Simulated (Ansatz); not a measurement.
# NaSnF3 (model cell, started as cubic perovskite with Sn in the octahedra): a soft mode frozen in, part 3 of 3

Aim: this structure of NaSnF3 (model cell, started as cubic perovskite with Sn in the octahedra) is to be tested for unstable modes, and one is followed downhill.

Ansatz 0.2.0; DFT LDA, scalar-relativistic, plane waves, PAW; PAW set soft_1.

So far. Step 5 (Energy along the mode, all amplitudes (two of the runs …): The lowest of the steps tried is at 0.32 Å, 37.9 meV/atom below the parent; the bottom of the well need not coincide with a step. Step 7 (The new phase in its own primitive cell): The largest force component left is 0.69 meV/Å and the pressure is 0.002 GPa, within the tolerances set. The cell now holds 16.56 Å³/atom. The relaxed cell has a = 6.820, c = 6.168 Å (conventional setting).

The structure was built from a prototype and need not be the compound's stable phase.

**8. Modes of the new phase, k-mesh 6×6×6**

A relaxed structure may still be a saddle point, so its zone-centre modes are computed. The response to a homogeneous field gives the Born charges and the dielectric tensor.

input.yaml

```yaml
crystal:
  lattice:
    - [3.4097632803, 1.9686277478, 2.0561256106]
    - [-3.4097632803, 1.9686277478, 2.0561256106]
    - [0.0, -3.9372554955, 2.0561256106]
  atoms:
    - { symbol: Na, position: [0.0410939385, 0.0410939385, 0.0410939385] }
    - { symbol: Sn, position: [0.5391927911, 0.5391927911, 0.5391927911] }
    - { symbol: F, position: [0.4319251759, 0.0451548317, 0.4319251759] }
    - { symbol: F, position: [0.0451548317, 0.4319251759, 0.4319251759] }
    - { symbol: F, position: [0.4319251759, 0.4319251759, 0.0451548317] }
kpoints:
  mp_grid: { grid: [6, 6, 6] }
hamiltonian:
  xc: lda
  pseudopotentials: { kind: paw, azcp: { folder: soft_1 }, xc_functional: pbe }
scf:
  occupations: { method: fixed }
output:
  eigenvalues: true
phonons:
  method: dfpt
  dielectric: true
  rigid_motions: translations
```

On the command line:

```
$ ansatz run input.yaml --threads 4 --pin off --max-ram 16384MiB --backend cpu --events-out ev --progress --plain --runs-dir out
```

Numbers of over 12 decimals in the logs are rounded to 6 here.

What it wrote:

```text
[...]
Crystal: 5 atoms, lattice volume = 82.811 Å³
Basis set: ecut = 420 eV, 1657 PW (Γ), exchange–correlation on 60×60×60 points (8 copies of the dense FFT grid, shifted against one another)
Bands: 27, of which v1, the nominal top of the filled ones, is band 22 counted from 1 (21 counted from 0)
Symmetry: 6 space group operations
k-points: 112 of 216 (irreducible under 1 space group operation, time reversal used)
[...]
SCF iter   1: F=—  HF=-9736.153381 eV  |F-HF|=—  |Δ(HF+E_count)|=         —  Δρ=1.52e-1  dr2=1.64e1  ethr=3.10e-3  ⟨swp⟩=4.8  Hψ=12277  notcnv=0  defer=324
[...]
SCF iter  11: F=-9730.723982 eV  HF=-9730.723982 eV  |F-HF|=3.82e-11  |Δ(HF+E_count)|=  9.46e-11  Δρ=3.37e-7  dr2=5.72e-11  ethr=1.00e-12  ⟨swp⟩=14.3  Hψ=20183  notcnv=0
SCF 1 converged in 11 iterations: F = -9730.723982 eV  dr2 = 5.72e-11
[...]
NSCF: frozen V_eff on 2 k-points
DFPT response loops at Γ: preconditioner auto → none (the input reference at scf.mixing.eps_inf says where Resta's filter doesn't serve); β = 0.50; Broyden in place of MSR1
── the response to a field inside a basis, on 6×6×6 k-points: an SCF that follows is theirs, and a resumed run solves both again ──
Bands: 23, of which v1, the nominal top of the filled ones, is band 22 counted from 1 (21 counted from 0)
k-points: 28 of 216 (time reversal used)
[...]
Eigensolver: Dense (28 Hₖ)
SCF iter   1: F=—  HF=-9730.716518 eV  |F-HF|=—  |Δ(HF+E_count)|=         —  Δρ=5.06e-4  dr2=4.06e-5  ethr=1.00e-1
[...]
SCF iter   4: F=-9730.716499 eV  HF=-9730.716499 eV  |F-HF|=1.86e-9  |Δ(HF+E_count)|=   6.65e-7  Δρ=3.83e-6  dr2=1.01e-8  ethr=3.51e-9
SCF 1 converged in 4 iterations: F = -9730.716499 eV  dr2 = 1.01e-8
[...]
SCF converged after 11 iterations
Free energy (F): -9730.723982 eV
[...]
Internal energy: -9730.723982 eV  (E = F + TS)
E sigma→0 (E₀):  -9730.723982 eV
Fermi energy:    3.670343 eV
[...]
--- Band table (eV; the first three rows and the last of 112) ---
  k-point 0: bands = [... 18 lower, 0.4218, 0.6440, 0.6440, 1.6581, 8.4525, 10.4095, 10.4095, 10.8444, ... 1 higher]
  k-point 1: bands = [... 18 lower, 0.4404, 0.5868, 0.6858, 2.0480, 8.2624, 9.8729, 10.4317, 11.4660, ... 1 higher]
  k-point 2: bands = [... 18 lower, 0.4552, 0.5450, 0.7329, 2.7603, 7.6523, 9.9307, 10.4564, 11.7544, ... 1 higher]
  k-point 111: bands = [... 18 lower, 0.5543, 0.5543, 1.1904, 3.6703, 8.2151, 8.2151, 9.4474, 11.7125, ... 1 higher]
--- Phonons (Γ-DFPT): 6 representative perturbations + reference, on 112 of 216 k-points (Σ response iterations 20) ---
  k mesh reduced under 1 symmetry operation, with k and −k counted as one. Each operation leaves every solved perturbation unchanged. A smaller set is not considered because the run solves the response to a homogeneous field
  ASR residual: 2.879e-4 → 0.000e0 eV/Å²; symmetrization residual: 4.902e-6 eV/Å²
  ASR residual per site (eV/Å²): 2.88e-4 1.39e-4 2.20e-4 2.20e-4 2.21e-4
[...]
ε∞ (high-frequency dielectric tensor):
        2.977494     0.000000     0.000000
        0.000000     2.977494    -0.000000
        0.000000    -0.000000     2.833028
  ε⁰ (static dielectric tensor: ions relaxed, cell fixed):
       13.266581    -0.000000     0.000000
       -0.000000    13.266581    -0.000000
        0.000000    -0.000000     6.003539
  ε⁰ − ε∞ (ionic part):
       10.289087    -0.000000     0.000000
       -0.000000    10.289087    -0.000000
        0.000000    -0.000000     3.170511
  softest optical mode at Γ: 78.46 cm⁻¹; the repairs (sum rule, projections) moved no ω² at Γ by more than (2.13 cm⁻¹)²
  Born effective charges Z* (e; rows j = field, columns β = displacement):
    site 0:
         1.03783    0.00000    0.00000
         0.00000    1.03783    0.00000
         0.00000    0.00000    1.26059
    site 1:
         3.28269    0.00000    0.00000
         0.00000    3.28269   -0.00000
         0.00000   -0.00000    2.63633
    site 2:
        -1.84237    0.69662    0.80852
         0.69662   -1.03798   -0.46680
         0.61536   -0.35528   -1.29897
    site 3:
        -1.84237   -0.69662   -0.80852
        -0.69662   -1.03798   -0.46680
        -0.61536   -0.35528   -1.29897
    site 4:
        -0.63578   -0.00000   -0.00000
        -0.00000   -2.24456    0.93360
        -0.00000    0.71056   -1.29897
  Z* charge neutrality: 2.391e-3 e pre-enforcement
  solved inside a basis spanned on kpoints, on 6×6×6 k-points, its susceptibility summed on 10×10×10: ε∞ is read to err by 6.5e-3, Z* by 1.6e-2 e (field_mesh: kpoints solves on kpoints); Z* is corrected for what the basis lacks
  optical modes at Γ without the LO–TO term, one row a degenerate level:
      ω (cm⁻¹)  modes    IR ((D/Å)²/amu)
         78.46      2             0.7963
        103.04      1             0.0000
        146.83      2             8.2161
        225.82      2             3.1558
        245.84      1             0.9619
        275.34      2            17.1840
        288.96      1             7.1665
        362.28      1             2.8034
  optical modes at Γ + LO–TO along q̂ = [1.0000, 0.0000, 0.0000]:
      ω (cm⁻¹)  modes    IR ((D/Å)²/amu)
         78.46      1             0.3982
         82.90      1             0.0168
        103.04      1             0.0000
        146.83      1             4.1080
        179.74      1             0.2956
        225.82      1             1.5779
        234.46      1             0.1083
        245.84      1             0.9619
[...]
optical modes at Γ + LO–TO along q̂ = [0.0000, 1.0000, 0.0000]:
      ω (cm⁻¹)  modes    IR ((D/Å)²/amu)
[...]
275.34      1             8.5920
        288.96      1             7.1665
        362.28      1             2.8034
        432.81      1            14.2554
  optical modes at Γ + LO–TO along q̂ = [0.0000, 0.0000, 1.0000]:
      ω (cm⁻¹)  modes    IR ((D/Å)²/amu)
         78.46      2             0.7963
        103.04      1             0.0000
        146.83      2             8.2161
        225.82      2             3.1558
        249.80      1             0.0454
        275.34      2            17.1840
        335.95      1             0.7136
        446.44      1            10.1728
```

Run time: 80 s. Hardware: 4 threads of Arm Neoverse V2, shared host; peak memory 1.2 GiB.

Numbers from this step:

```yaml
sum_rule_residual_before_enforcement: 2.88e-4 eV/Å²
miss_of_the_charge_sum_rule: 0.002391 e
estimated_error_of_the_dielectric_tensor: 0.006485
estimated_error_of_the_born_charges: 0.01601 e
point_group: 3m
highest_optical_mode_at_the_zone_centre_no_lo_to_term: 362.3 cm⁻¹
lowest_optical_zone_centre_mode: 78.46 cm⁻¹
mean_high_frequency_dielectric_constant: 2.929
largest_born_charge_third_of_the_trace: 3.067 e
mean_static_dielectric_constant: 10.85
top_of_the_zone_centre_spectrum_with_the_field: 446.4 cm⁻¹
```

Without the LO-TO term. Patterns of degenerate modes are one choice out of their space. The modes at Γ (shares of kinetic energy by element, %):

| mode | frequency (cm⁻¹) | symmetry | Na % | Sn % | F % |
| --- | --- | --- | --- | --- | --- |
| 1 | 0.0 | acoustic | 12 | 60 | 29 |
| 2 | 0.0 | acoustic | 12 | 60 | 29 |
| 3 | 0.0 | acoustic | 12 | 60 | 29 |
| 4 | 78.5 | E | 74 | 9 | 17 |
| 5 | 78.5 | E | 74 | 9 | 17 |
| 6 | 103.0 | A2 | 0 | 0 | 100 |
| 7 | 146.8 | E | 0 | 28 | 71 |
| 8 | 146.8 | E | 0 | 28 | 71 |
| 9 | 225.8 | E | 13 | 0 | 86 |
| 10 | 225.8 | E | 13 | 0 | 86 |
| 11 | 245.8 | A1 | 73 | 16 | 11 |
| 12 | 275.3 | E | 0 | 3 | 97 |
| 13 | 275.3 | E | 0 | 3 | 97 |
| 14 | 289.0 | A1 | 10 | 19 | 72 |
| 15 | 362.3 | A1 | 6 | 6 | 89 |

Displacements in mode 5 (78.5 cm⁻¹), the largest set to 1:
```
Na1  0.01  1.00  0.00
Sn2  0.00 -0.15  0.00
F3  -0.19 -0.20 -0.13
F4   0.19 -0.19 -0.13
F5   0.00  0.14  0.26
```

Displacements in mode 11 (245.8 cm⁻¹), the largest set to 1:
```
Na1  0.00  0.00  1.00
Sn2  0.00  0.00 -0.21
F3   0.22 -0.12  0.03
F4  -0.22 -0.12  0.03
F5   0.00  0.25  0.03
```

Optical modes at the zone centre, without and with the macroscopic field of the longitudinal modes; each column is sorted by frequency, so a row need not hold one and the same mode. Modes with and without the field, by row:

| rank among optical modes | no field (cm⁻¹) | q along (1, 0, 0) (cm⁻¹) | q along (0, 0, 1) (cm⁻¹) |
| --- | --- | --- | --- |
| 1 | 78.5 | 78.5 | 78.5 |
| 2 | 78.5 | 82.9 | 78.5 |
| 3 | 103 | 103 | 103 |
| 4 | 146.8 | 146.8 | 146.8 |
| 5 | 146.8 | 179.7 | 146.8 |
| 6 | 225.8 | 225.8 | 225.8 |
| 7 | 225.8 | 234.5 | 225.8 |
| 8 | 245.8 | 245.8 | 249.8 |
| 9 | 275.3 | 275.3 | 275.3 |
| 10 | 275.3 | 289 | 275.3 |
| 11 | 289 | 362.3 | 335.9 |
| 12 | 362.3 | 432.8 | 446.4 |

Born charge (rows field, columns displacement) (e), principal values of the symmetric part by kind of site:

| atom | atoms with these values | low | middle | high | mean |
| --- | --- | --- | --- | --- | --- |
| Na1 | 1 | 1.04 | 1.04 | 1.26 | 1.11 |
| Sn2 | 1 | 2.64 | 3.28 | 3.28 | 3.07 |
| F3 | 3 | -2.72 | -0.82 | -0.64 | -1.39 |

In full for Na1:

```
1.04 0.00 0.00
0.00 1.04 0.00
0.00 0.00 1.26
```

High-frequency dielectric tensor:

```
2.98 0.00 0.00
0.00 2.98 0.00
0.00 0.00 2.83
```

Static dielectric tensor (ions relaxed, fixed cell):

```
13.27  0.00  0.00
 0.00 13.27  0.00
 0.00  0.00  6.00
```

Transverse modes. Lines of the infrared spectrum (strongest = 100):

| position (cm⁻¹) | label | relative intensity |
| --- | --- | --- |
| 78 | E | 4.6 |
| 103 | A2 | 0.0 |
| 147 | E | 48 |
| 226 | E | 18 |
| 246 | A1 | 5.6 |
| 275 | E | 100 |
| 289 | A1 | 42 |
| 362 | A1 | 16 |

Before it was imposed, the acoustic sum rule was missed by 2.9e-4 eV/Å² and the charge sum rule by 0.0024 e. Small misses are needed for a sound result but don't prove that mesh and cutoff are converged. The lowest optical mode is real, 78.5 cm⁻¹.

**9. What came out**

```yaml
unstable_mode_of_the_parent: q = (0, 0, 0), 193i cm⁻¹
depth_at_the_lowest_point_sampled: 37.9 meV/atom
largest_atomic_shift_at_that_point: 0.32 Å
space_group_reached_within_0p01_a: R3m
energy_gained_over_the_parent_first_relaxation_on_the_mesh_of_the_frozen_mode: 185 meV/atom
volume_per_atom_phase_reached: 16.6 Å³
gap_on_the_k_mesh_phase_reached: 3.63 eV
lowest_optical_zone_centre_mode_phase_reached: 78.5 cm⁻¹
highest_optical_mode_at_the_zone_centre_no_lo_to_term_phase_reached: 362 cm⁻¹
```

What this shows: Along this mode the structure falls into R3m, 185 meV/atom below the parent. At the parent's cell the well is 37.95 meV/atom deep on the steps tried, with its lowest point at a shift of 0.32 Å. Relaxing atoms and cell changes the gain by +146.80 meV/atom against the lowest step (energies at zero smearing). Most of the total comes from this relaxation. The new phase has no imaginary mode at the zone centre of its cell; other wavevectors were not checked. Of the 6 patterns followed to their end from this parent, this one reaches the lowest energy. Each path keeps the symmetry of its pattern, so a lower phase may lie along a pattern not tried. Spin-orbit coupling is left out, which can matter for the heavy elements here. The PAW files were made for PBE and serve the other functionals too. The starting cell was built on a prototype and not taken from a measurement, so the phase need not exist.

[Logs are printed without paths, hosts, clocks, repeated set-up lines and the standing remarks that a program may print on its own settings, such as how far it seeks lower states.]

[Hosts, paths, dates, database ids (printed as entryN), source tags and the programs' standing remarks are cut or masked in the printed files.]
